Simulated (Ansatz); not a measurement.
## Cs3In (built on the sites of a database entry of Cs3Bi): from the cell to its phonons

Wanted: phonon frequencies of Cs3In (built on the sites of a database entry of Cs3Bi) and what follows from them.

Main program and level: Ansatz 0.2.0; DFT PBEsol, scalar-relativistic, plane waves, PAW.

Report form: the programs' logs are mostly left out.

The structure was built from a prototype and need not be the compound's stable phase.

### Step 1. The starting structure

It takes space group Fm-3m (No. 225, cubic). The conventional cell has a = 9.373 Å, b = 9.373 Å, c = 9.373 Å, α = 90.00°, β = 90.00°, γ = 90.00°. Nearest to Cs lie 4 Cs at 4.06 Å and 4 In at 4.06 Å. Nearest to Cs lie 8 Cs at 4.06 Å. Nearest to In lie 8 Cs at 4.06 Å. Farther neighbours are not listed.

### Step 2. Relaxation

Harmonic phonons are second derivatives at a point where the forces vanish, and they are wanted at zero stress, so atoms and cell are relaxed first.

Input file input.yaml:

```yaml
crystal:
  lattice:
    - [0.0, 4.68644, 4.68644]
    - [4.68644, 0.0, 4.68644]
    - [4.68644, 4.68644, 0.0]
  atoms:
    - { symbol: Cs, position: [0.25, 0.25, 0.25] }
    - { symbol: Cs, position: [0.75, 0.75, 0.75] }
    - { symbol: Cs, position: [0.5, 0.5, 0.5] }
    - { symbol: In, position: [0.0, 0.0, 0.0] }
kpoints:
  mp_grid: { grid: [8, 8, 8] }
hamiltonian:
  xc: pbesol
scf:
  occupations: { method: gaussian, width: 0.1 }
output:
  forces: true
  stress: true
  eigenvalues: true
  write_density: true
  write_potential: true
  elf: true
  volumetric_format: npy
relax:
  adjacent_minimum: "off"
  f_tol: 0.005
  max_steps: 80
  cell: { stress_tol: 0.05 }
```

Command:

```bash
$ ansatz run input.yaml --threads 8 --pin off --max-ram 14336MiB --backend cpu --events-out ev --progress --plain --runs-dir out
```

Wall time 5.3 s (8 threads of AMD EPYC 9B14 (Zen 4), shared host); peak memory 0.87 GiB; 36 s of CPU time.

Step by step:

```csv
step,energy less that of the first step (eV),largest force component (eV/Å),pressure (GPa),volume (Å³)
1,0.0000,0.0000,0.46,205.85
2,-0.0074,0.0000,0.36,208.78
3,-0.0213,0.0000,0.04,220.67
4,-0.0214,0.0000,0.00,222.21
5*,-0.0218,0.0000,0.00,222.21
```

Relaxation steps marked * repeat the geometry before them on a plane-wave basis chosen anew for their cell, so energy and pressure can jump there.

Forces are held to the 48 operations that the run works with; a distortion that breaks them can't arise in this run.

```csv
"conventional cell, symmetrised",before,after,change
a (Å),9.373,9.615,+2.6 %
b (Å),9.373,9.615,+2.6 %
c (Å),9.373,9.615,+2.6 %
volume (Å³/atom),51.46,55.55,+7.9 %
```

Numbers from this step:

| Property | Result |
| --- | --- |
| pressure | 0.003472 GPa |
| volume per atom | 55.55 Å³ |
| gap on the k-mesh | 0 eV |

Valence density in the ac plane of the conventional cell at fractional y = 0.000, with atoms of Cs and In within 0.2 Å of it. It is the smooth field of the valence electrons, not physical close to the nuclei.

Ten steps, logarithmic in the rise over the least value, from '_' (0 e/Å³) to '@' (11 e/Å³), each cell a mean:
```
@@%%++::..________..--====--==++==::__________..--**@@
**++--..____________::==++++++==--..__________..::==**
--::....____________..::------::..______________..::--
....____________________........__________________....
______________________________________________________
______________________________________________________
______________________________________________________
______________________________________________________
::::..________________............________________..::
====--..____________..::--====--....__________..::--==
==++==::..________..::==**%%##++--..__________..--++++
..====--..________..::++%%@@@@##--..__________::==++--
--====--..________..::++%%@@%%**--..__________::==++==
++====::__________....--++****==::..__________..--==++
----::..____________....::----::..______________..::--
....____________________........__________________....
______________________________________________________
______________________________________________________
______________________________________________________
______________________________________________________
......________________..::::::..________________......
==--::..____________..--======--::..__________....--==
%%**==::..________..::==++==++==--..__________..--++##
@@%%++::..________..--++==..--++==::__________..==##@@
```
Columns run along a (9.6 Å), rows up along c (9.6 Å), edges of the conventional cell, whose origin can differ from the input's. Atoms in or near the plane, at fractional coordinates: Cs at (0.50, 0.00), Cs at (0.00, 0.50), In at (0.00, 0.00), In at (0.50, 0.50).

Electrostatic potential energy in the ac plane of the conventional cell at fractional y = 0.000, with atoms of Cs and In within 0.2 Å of it. With pseudopotentials it is smooth inside the atoms' cores, unlike the true potential.

Ten even steps from '_' (-30 eV) to '@' (8 eV), each cell a mean:
```
____--%%@@@@@@@@@@%%**::::--::::==##@@@@@@@@@@@@**____
__::**%%@@@@@@@@@@%%##==::::::--**%%@@@@@@@@@@@@%%==..
####%%@@@@@@@@@@@@@@%%##**++++##%%@@@@@@@@@@@@@@@@%%##
@@@@@@@@@@@@@@@@@@@@@@@@%%%%%%%%@@@@@@@@@@@@@@@@@@@@@@
@@@@@@@@@@@@@@@@@@@@@@@@@@@@@@@@@@@@@@@@@@@@@@@@@@@@@@
@@@@@@@@@@@@@@@@@@@@@@@@@@@@@@@@@@@@@@@@@@@@@@@@@@@@@@
@@@@@@@@@@@@@@@@@@@@@@@@@@@@@@@@@@@@@@@@@@@@@@@@@@@@@@
@@@@@@@@@@@@@@@@@@@@@@@@@@@@@@@@@@@@@@@@@@@@@@@@@@@@@@
##%%%%@@@@@@@@@@@@@@@@@@@@%%%%@@@@@@@@@@@@@@@@@@%%%%##
--==**%%@@@@@@@@@@@@@@%%**==++##%%@@@@@@@@@@@@%%##++--
::::--##%%@@@@@@@@@@%%++______::##@@@@@@@@@@@@%%++::::
--::::**%%@@@@@@@@@@##::________++%%@@@@@@@@@@##--::--
--::::**%%@@@@@@@@@@%%--______..**@@@@@@@@@@@@##==::::
::::==##%%@@@@@@@@@@%%**::__..==%%@@@@@@@@@@@@%%**--::
++**##%%@@@@@@@@@@@@@@%%######%%@@@@@@@@@@@@@@@@%%##++
%%%%@@@@@@@@@@@@@@@@@@@@@@@@@@@@@@@@@@@@@@@@@@@@@@%%%%
@@@@@@@@@@@@@@@@@@@@@@@@@@@@@@@@@@@@@@@@@@@@@@@@@@@@@@
@@@@@@@@@@@@@@@@@@@@@@@@@@@@@@@@@@@@@@@@@@@@@@@@@@@@@@
@@@@@@@@@@@@@@@@@@@@@@@@@@@@@@@@@@@@@@@@@@@@@@@@@@@@@@
@@@@@@@@@@@@@@@@@@@@@@@@@@@@@@@@@@@@@@@@@@@@@@@@@@@@@@
%%@@@@@@@@@@@@@@@@@@@@%%%%####%%%%@@@@@@@@@@@@@@@@@@%%
==**%%@@@@@@@@@@@@@@%%**==----++##%%@@@@@@@@@@@@%%##++
__..++%%@@@@@@@@@@%%##--::::::::++%%@@@@@@@@@@@@##::__
____::##@@@@@@@@@@%%**::::----::==##@@@@@@@@@@%%++____
```
Columns run along a (9.6 Å; values clipped at the 3rd and 97th percentile), rows up along c (9.6 Å), edges of the conventional cell, whose origin can differ from the input's. Atoms in or near the plane, at fractional coordinates: Cs at (0.50, 0.00), Cs at (0.00, 0.50), In at (0.00, 0.00), In at (0.50, 0.50).

ELF in the ac plane of the conventional cell at fractional y = 0.000, with atoms of Cs and In within 0.2 Å of it. It is the smooth field of the valence electrons, not physical close to the nuclei.

Ten even steps from '0' (0.01) to '9' (0.87), each cell a mean:
```
013355411489623896213554320
223455310279989984102454332
334554210137999851002355433
455542100012454310001234554
555421000000111000000123455
333210000111222211000012333
111100001134444432100000111
211000012345555554210000012
764100123454434455421000257
998510135543333345542003799
689830145533211234552016997
059941145432000234552127981
269841145433100234552127983
899720145543222334542015899
997300134544333345532002589
542000112455544554321000134
110000001245555543210000001
222110000123333321100001122
444311000011111110000012344
555432100000122100000124555
344543210014677530001245544
333454310158999973002455433
123355410389867995112554321
002345411499502897213554320
```
Columns run along a (9.6 Å), rows up along c (9.6 Å), edges of the conventional cell, whose origin can differ from the input's. Atoms in or near the plane, at fractional coordinates: Cs at (0.50, 0.00), Cs at (0.00, 0.50), In at (0.00, 0.00), In at (0.50, 0.50).

In this step the volume went from 51.46 to 55.55 Å³/atom.

### Step 3. Tight relaxation

Phonons need a cell at rest on their own settings, so the relaxation is repeated with tight tolerances on forces and stress on the k mesh and occupations of the first response run.

Input file input.yaml:

```yaml
crystal:
  lattice:
    - [0.0, 4.8073841754, 4.8073841754]
    - [4.8073841754, 0.0, 4.8073841754]
    - [4.8073841754, 4.8073841754, 0.0]
  atoms:
    - { symbol: Cs, position: [0.25, 0.25, 0.25] }
    - { symbol: Cs, position: [0.75, 0.75, 0.75] }
    - { symbol: Cs, position: [0.5, 0.5, 0.5] }
    - { symbol: In, position: [0.0, 0.0, 0.0] }
kpoints:
  mp_grid: { grid: [8, 8, 8] }
hamiltonian:
  xc: pbesol
scf:
  occupations: { method: methfessel_paxton, width: 0.2 }
output:
  forces: true
  stress: true
  eigenvalues: true
relax:
  adjacent_minimum: "off"
  f_tol: 0.001
  max_steps: 60
  cell: { stress_tol: 0.01 }
```

Elapsed: 2.5 s, on 8 threads; peak memory 0.86 GiB.

Little changed from the start: no atom moved by 0.005 Å and no cell edge by 0.1 %.

This step gave:

```
pressure : 0.008159 GPa
```

The forces vanish by symmetry and the pressure is 0.008 GPa, within the tolerances set. The cell now holds 55.55 Å³/atom.

### Step 4. Zone-centre response

The zone centre comes first: it holds the modes that light can see, as far as symmetry allows. No field response is asked, since the mesh shows no gap.

Edit input.yaml of step 3 so:

```diff
@@ -17,9 +17,4 @@
 output:
-  forces: true
-  stress: true
   eigenvalues: true
-relax:
-  adjacent_minimum: "off"
-  f_tol: 0.001
-  max_steps: 60
-  cell: { stress_tol: 0.01 }
+phonons:
+  method: dfpt
```

Elapsed: 16 s, on 8 threads; peak memory 2 GiB.

This step gave:

- sum-rule residual before enforcement: 3.79e-4 eV/Å²
- point group: m-3m
- highest optical mode at the zone centre (no LO-TO term): 53.28 cm⁻¹
- lowest optical zone-centre mode: 34.38 cm⁻¹

Patterns of degenerate modes are one choice out of their space. Modes at Γ, with each element's share of the kinetic energy:

```csv
mode,frequency (cm⁻¹),symmetry,Cs %,In %
1,0.0,acoustic,78,22
2,0.0,acoustic,78,22
3,0.0,acoustic,78,22
4,34.4,T1u,38,62
5,34.4,T1u,38,62
6,34.4,T1u,38,62
7,45.9,T2g,100,0
8,45.9,T2g,100,0
9,45.9,T2g,100,0
10,53.3,T1u,84,16
11,53.3,T1u,84,16
12,53.3,T1u,84,16
```

Displacements in mode 4 (34.4 cm⁻¹), the largest set to 1:
```
Cs1  0.00  0.00 -0.07
Cs2  0.00  0.00 -0.07
Cs3 -0.03 -0.04 -0.72
In4  0.04  0.06  1.00
```

Displacements in mode 10 (53.3 cm⁻¹), the largest set to 1:
```
Cs1  0.00 -0.68 -0.80
Cs2  0.00 -0.68 -0.80
Cs3  0.00  0.85  1.00
In4  0.00  0.59  0.70
```

Before it was imposed, the acoustic sum rule was missed by 3.8e-4 eV/Å². Small misses are needed for a sound result but don't prove that mesh and cutoff are converged. The lowest optical mode is real, 34.4 cm⁻¹.

### Step 5. Phonons on a q mesh

Stability and thermal properties need the whole zone. Linear response on a 2×2×2 q mesh gives force constants as far as a supercell of that size would.

Edit input.yaml of step 4 so:

```diff
@@ -20 +20,8 @@
   method: dfpt
+  qmesh: [2, 2, 2]
+  temperatures: { t_max: 1000, t_step: 50 }
+  qpath:
+    path:
+      - [[0.0, 0.0, 0.0], [0.5, 0.0, 0.5], [0.625, 0.25, 0.625]]
+      - [[0.375, 0.375, 0.75], [0.0, 0.0, 0.0], [0.5, 0.5, 0.5], [0.5, 0.25, 0.75], [0.5, 0.0, 0.5]]
+    npoints: 10
```

The job ended after 74 s (8 threads; peak memory 2.9 GiB).

Numbers from this step:

* sum-rule residual before enforcement: 3.78e-4 eV/Å²
* lowest frequency on the path: -8.133 cm⁻¹
* highest frequency on the path or at a solved wavevector: 58.82 cm⁻¹
* lowest mode on the q mesh (acoustic modes at Γ apart): -6.06 cm⁻¹

Frequencies (cm⁻¹) solved at each irreducible wavevector; negative means imaginary. Frequencies by wavevector, by row:

```csv
q in reciprocal lattice units,star,mode 1,mode 2,mode 3,mode 4,mode 10,mode 11,mode 12
0 0 0,1,0,0,0,34.4,53.3,53.3,53.3
0 0 -0.5,4,12.2,12.2,21.2,25.7,46.3,51.4,51.4
0 -0.5 -0.5,3,-6.1,-6.1,30.5,31.5,50.1,58.8,58.8
```

Interpolated from a 2×2×2 q mesh. The phonon branches at the labelled points (cm⁻¹):

```csv
point,branch 1,branch 2,branch 3,branch 4,branch 9,branch 10,branch 11,branch 12
Γ,0,0,0,34,46,53,53,53
halfway,11,11,19,25,45,49,55,55
X,-6,-6,30,32,44,50,59,59
halfway,-6,5,24,32,44,49,58,58
U,-7,14,18,31,45,48,55,57
jump to K,-7,14,18,31,45,48,55,57
halfway,-7,11,23,26,45,52,53,53
Γ,0,0,0,34,46,53,53,53
halfway,5,5,20,30,46,51,52,52
L,12,12,21,26,45,46,51,51
halfway,7,9,19,29,44,50,52,55
W,11,13,13,31,46,51,51,57
halfway,3,6,22,31,45,49,56,58
X,-6,-6,30,32,44,50,59,59
```

Tetrahedra on a 12×12×12 mesh, mean over bins of 1 cm-1. Interpolated from a 2×2×2 q mesh. The phonon density of states by wavenumber; read off at these points:

```csv
wavenumber (cm⁻¹),phonon density of states (1/cm⁻¹/cell)
-8.5,0
-6.5,0.0350
-3.5,0.0464
-1.5,0.0476
0.5,0.0595
3.5,0.0650
5.5,0.0851
7.5,0.158
9.5,0.164
10.5,0.328
12.5,0.0755
14.5,0.0106
16.5,0.0423
19.5,0.164
21.5,0.155
23.5,0.0270
26.5,0.240
28.5,0.184
30.5,0.296
33.5,0.244
35.5,0.285
37.5,0.204
40.5,0.272
41.5,0.386
42.5,0.270
44.5,0.482
46.5,0.140
49.5,0.370
51.5,0.177
52.5,0.627
53.5,0.415
56.5,0.226
58.5,0.0381
```

Phonopy on the run's constants, 11x11x11 mesh, Gaussian sigma 2.0 cm-1. Interpolated from a 2×2×2 q mesh. The partial phonon density of states by wavenumber; read off at these points; values in 1/cm⁻¹/cell:

```csv
wavenumber (cm⁻¹),Cs,In
-16.0,0,0
-14.0,5.5e-5,1.5e-5
-12.0,7.6e-4,1.7e-4
-10.0,0.00564,0.00121
-8.0,0.0187,0.00387
-6.0,0.0377,0.00749
-4.0,0.0466,0.00896
-2.0,0.0360,0.00677
0.0,0.0265,0.00519
2.0,0.0361,0.00670
4.0,0.0561,0.00866
6.0,0.0936,0.0113
8.0,0.152,0.0140
10.0,0.186,0.0129
12.0,0.147,0.00872
14.0,0.0770,0.00565
16.0,0.0593,0.00728
18.0,0.0906,0.0137
20.0,0.113,0.0182
20.3,0.113,0.0185
22.0,0.0960,0.0212
24.0,0.0724,0.0394
26.0,0.0797,0.0708
28.0,0.108,0.0841
30.0,0.148,0.0834
32.0,0.173,0.0890
34.0,0.159,0.102
36.0,0.142,0.112
38.0,0.148,0.125
40.0,0.166,0.135
42.0,0.195,0.143
42.6,0.202,0.144
43.7,0.210,0.140
44.0,0.210,0.137
46.0,0.187,0.0991
48.0,0.185,0.0539
50.0,0.248,0.0307
52.0,0.320,0.0182
52.6,0.327,0.0158
54.0,0.309,0.0104
56.0,0.218,0.00431
58.0,0.114,0.00154
60.0,0.0353,4.1e-4
62.0,0.00585,6.8e-5
64.0,4.1e-4,5.0e-6
66.0,1.0e-5,0
```

Symmetry leaves 3 wavevectors to solve. The lowest mode among them, the acoustic zeros apart, lies at q = (0, -0.5, -0.5) and is slightly imaginary, 6.1i cm⁻¹, too near zero to call.

### Step 6. Another isotope

An isotope changes the mass and not the force constants, so no new electronic calculation is needed; the shifts show which modes move this element.

The same force constants with the mass of In changed from 114.818 to 112.904 u (phonopy, no LO-TO term). Both lists are sorted by frequency; levels can cross, so a row need not hold one and the same mode. Modes under 3 cm⁻¹ are left out. Isotope shifts, by row:

```csv
q,rank,natural mass (cm⁻¹),changed mass (cm⁻¹)
0 0 0,4,34.38,34.56
0 0 0,5,34.38,34.56
0 0 0,6,34.38,34.56
0 0 0,7,45.85,45.85
0 0 0,8,45.85,45.85
0 0 0,9,45.85,45.85
0 0 0,10,53.28,53.35
0 0 0,11,53.28,53.35
0 0 0,12,53.28,53.35
0 0 -0.5,1,12.24,12.24
0 0 -0.5,2,12.24,12.24
0 0 -0.5,3,21.17,21.17
0 0 -0.5,4,25.72,25.89
0 0 -0.5,5,25.72,25.89
0 0 -0.5,6,35.8,35.85
0 0 -0.5,7,44.63,44.95
0 0 -0.5,8,44.88,44.98
0 0 -0.5,9,44.88,44.98
0 0 -0.5,10,46.33,46.33
0 0 -0.5,11,51.43,51.43
0 0 -0.5,12,51.43,51.43
0 -0.5 -0.5,1,-6.06,-6.07
0 -0.5 -0.5,2,-6.06,-6.07
0 -0.5 -0.5,3,30.53,30.62
0 -0.5 -0.5,4,31.46,31.46
0 -0.5 -0.5,5,31.46,31.46
0 -0.5 -0.5,6,31.7,31.7
0 -0.5 -0.5,7,36.81,37.08
0 -0.5 -0.5,8,36.81,37.08
0 -0.5 -0.5,9,43.59,43.59
0 -0.5 -0.5,10,50.08,50.35
0 -0.5 -0.5,11,58.82,58.83
0 -0.5 -0.5,12,58.82,58.83
```

A mode of this element alone would shift by +0.84 %. The highest zone-centre frequency without the field goes from 53.3 to 53.4 cm⁻¹ (+0.1 %). The product of the frequency ratios over all optical modes at Γ is 1.020; the product rule, (m/m′)^(3k/2) (M′/M)^(3/2) with k = 1 such atoms and M the mass of the cell, gives 1.020.

### Step 7. Outcome

```
space group after relaxation (within 0.01 Å)            : Fm-3m
volume per atom                                         : 55.6 Å³
electronic character                                    : no gap on this mesh
highest optical mode at the zone centre (no LO-TO term) : 53.3 cm⁻¹
lowest optical zone-centre mode                         : 34.4 cm⁻¹
lowest mode on the q mesh (acoustic modes at Γ apart)   : -6.1 cm⁻¹
highest frequency on the path or at a solved wavevector : 58.8 cm⁻¹
imaginary modes on the 2×2×2 q mesh                     : one or more, weakly
```

**Reading.** No mode is clearly imaginary at the 3 irreducible wavevectors solved, but the lowest, 6.1i cm⁻¹, is too near zero to call. The optical modes at Γ span 34 to 53 cm⁻¹. The highest mode in this list at Γ, 53.3 cm⁻¹, is mostly motion of Cs (84 % of the kinetic energy). With no gap, or one that is small against the smearing, the frequencies hang on the k mesh and the smearing, most of all near Kohn anomalies. Spin-orbit coupling is left out, which can matter for the heavy elements here. A phonon run warned that its eigensolver left some bands unconverged in a pass. The starting cell was built on a prototype and not taken from a measurement, so the phase need not exist. These are harmonic frequencies at zero temperature: anharmonic shifts, linewidths and thermal expansion are left out.

[Logs are printed without paths, hosts, clocks, repeated set-up lines and the standing remarks that a program may print on its own settings, such as how far it seeks lower states.]

[Hosts, paths, dates, database ids (printed as entryN), source tags and the programs' standing remarks are cut or masked in the printed files.]
